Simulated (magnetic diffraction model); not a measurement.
# Li2MnCl5: the ordered moment from one line

Space group P2_1/c (no. 14), a = 12.8300 Å, b = 6.5980 Å, c = 9.2680 Å, β = 109.03°.

```
site  atom       x       y       z
  4e    Mn  0.1481  0.2564  0.7877
  4e    Cl  0.0329  0.5786  0.8364
  4e    Cl  0.1426  0.4111  0.5311
  4e    Cl  0.2407  0.9250  0.7646
  4e    Cl  0.3024  0.4218  0.9163
  4e    Cl  0.4511  0.6439  0.6266
  4e    Li  0.2570  0.7389  0.5336
  4e    Li  0.5200  0.3044  0.6257
```

The compound is invented for this exercise: a known structure type with other elements, its cell scaled to their sizes and not relaxed.

Only Mn is taken to order (form factors of Mn3+); orders and moment sizes are assumed, and not adapted to the symmetry. Radiation: neutrons of λ = 1.909 Å, 5° to 30°; isotropic B of 0.3 Å² (Mn), 0.35 Å² (Cl) and 0.53 Å² (Li). The intensities are simulated: I ∝ L Σ (|F_N|² + |F_M⊥|²) for unpolarised neutrons, with F_M = 2.695 fm/μB × Σ f(s) S exp(2πi Q·r) exp(−B s²) at Q = H ± k (one set where k and −k are equivalent), only the part normal to Q counting and L = 1/(sin²θ cos θ). For collinear order S is the moment m, which repeats by lattice and centring translations R with the sign exp(−2πi k·R). Form factors are spin-only for 3d ions and dipole or tabulated for f ions, scattering lengths are Sears's of 1992, and absorption is left out. A label names one of the reflections at its angle. The strongest nuclear line in the range is 100, and lines under 0.2 are left out.

In a first state the assumed order is k = (0 0 0), collinear moments along [001], 3.52 μB on Mn; signs + at (0.1481, 0.2564, 0.7877), − at (0.1481, 0.2436, 0.2877), − at (0.8519, 0.7564, 0.7123), + at (0.8519, 0.7436, 0.2123), with this pattern:

| 2θ (°) | index | nuclear | magnetic |
| --- | --- | --- | --- |
| 9.03 | (1 0 0) | 100.0 | 0.0 |
| 12.51 | (0 0 1) | 0.0 | 2.2 |
| 12.82 | (1 0 -1) | 0.0 | 21.8 |
| 16.64 | (0 1 0) | 0.0 | 0.3 |
| 17.69 | (1 0 1) | 0.0 | 83.3 |
| 18.11 | (2 0 0) | 4.6 | 0.0 |
| 18.36 | (2 0 -1) | 0.0 | 95.7 |
| 18.96 | (1 1 0) | 0.1 | 0.2 |
| 20.87 | (0 1 1) | 1.6 | 157.5 |
| 21.06 | (1 1 -1) | 2.7 | 97.3 |
| 23.79 | (1 0 -2) | 15.2 | 0.0 |
| 24.38 | (1 1 1) | 0.1 | 20.1 |
| 24.88 | (2 1 -1) | 0.6 | 0.4 |
| 25.17 | (0 0 2) | 1.5 | 0.0 |
| 25.26 | (2 0 1) | 0.0 | 45.9 |
| 25.81 | (2 0 -2) | 0.9 | 0.0 |
(The table stops after 16 lines; 4 more lie at higher angle.)

**Question.** Nearer the ordering temperature the line at 20.87° has total intensity 15.8 on the same scale, and all moments have shrunk alike. How large is the Mn moment?

The nuclear part, 1.6, stays, so the magnetic part is 14.3 against 157.5. It goes as m², so m = 3.52 × √(14.3/157.5) = 1.06 μB; the value used was 1.06 μB.

[Logs are printed without paths, hosts, clocks, repeated set-up lines and the standing remarks that a program may print on its own settings, such as how far it seeks lower states.]
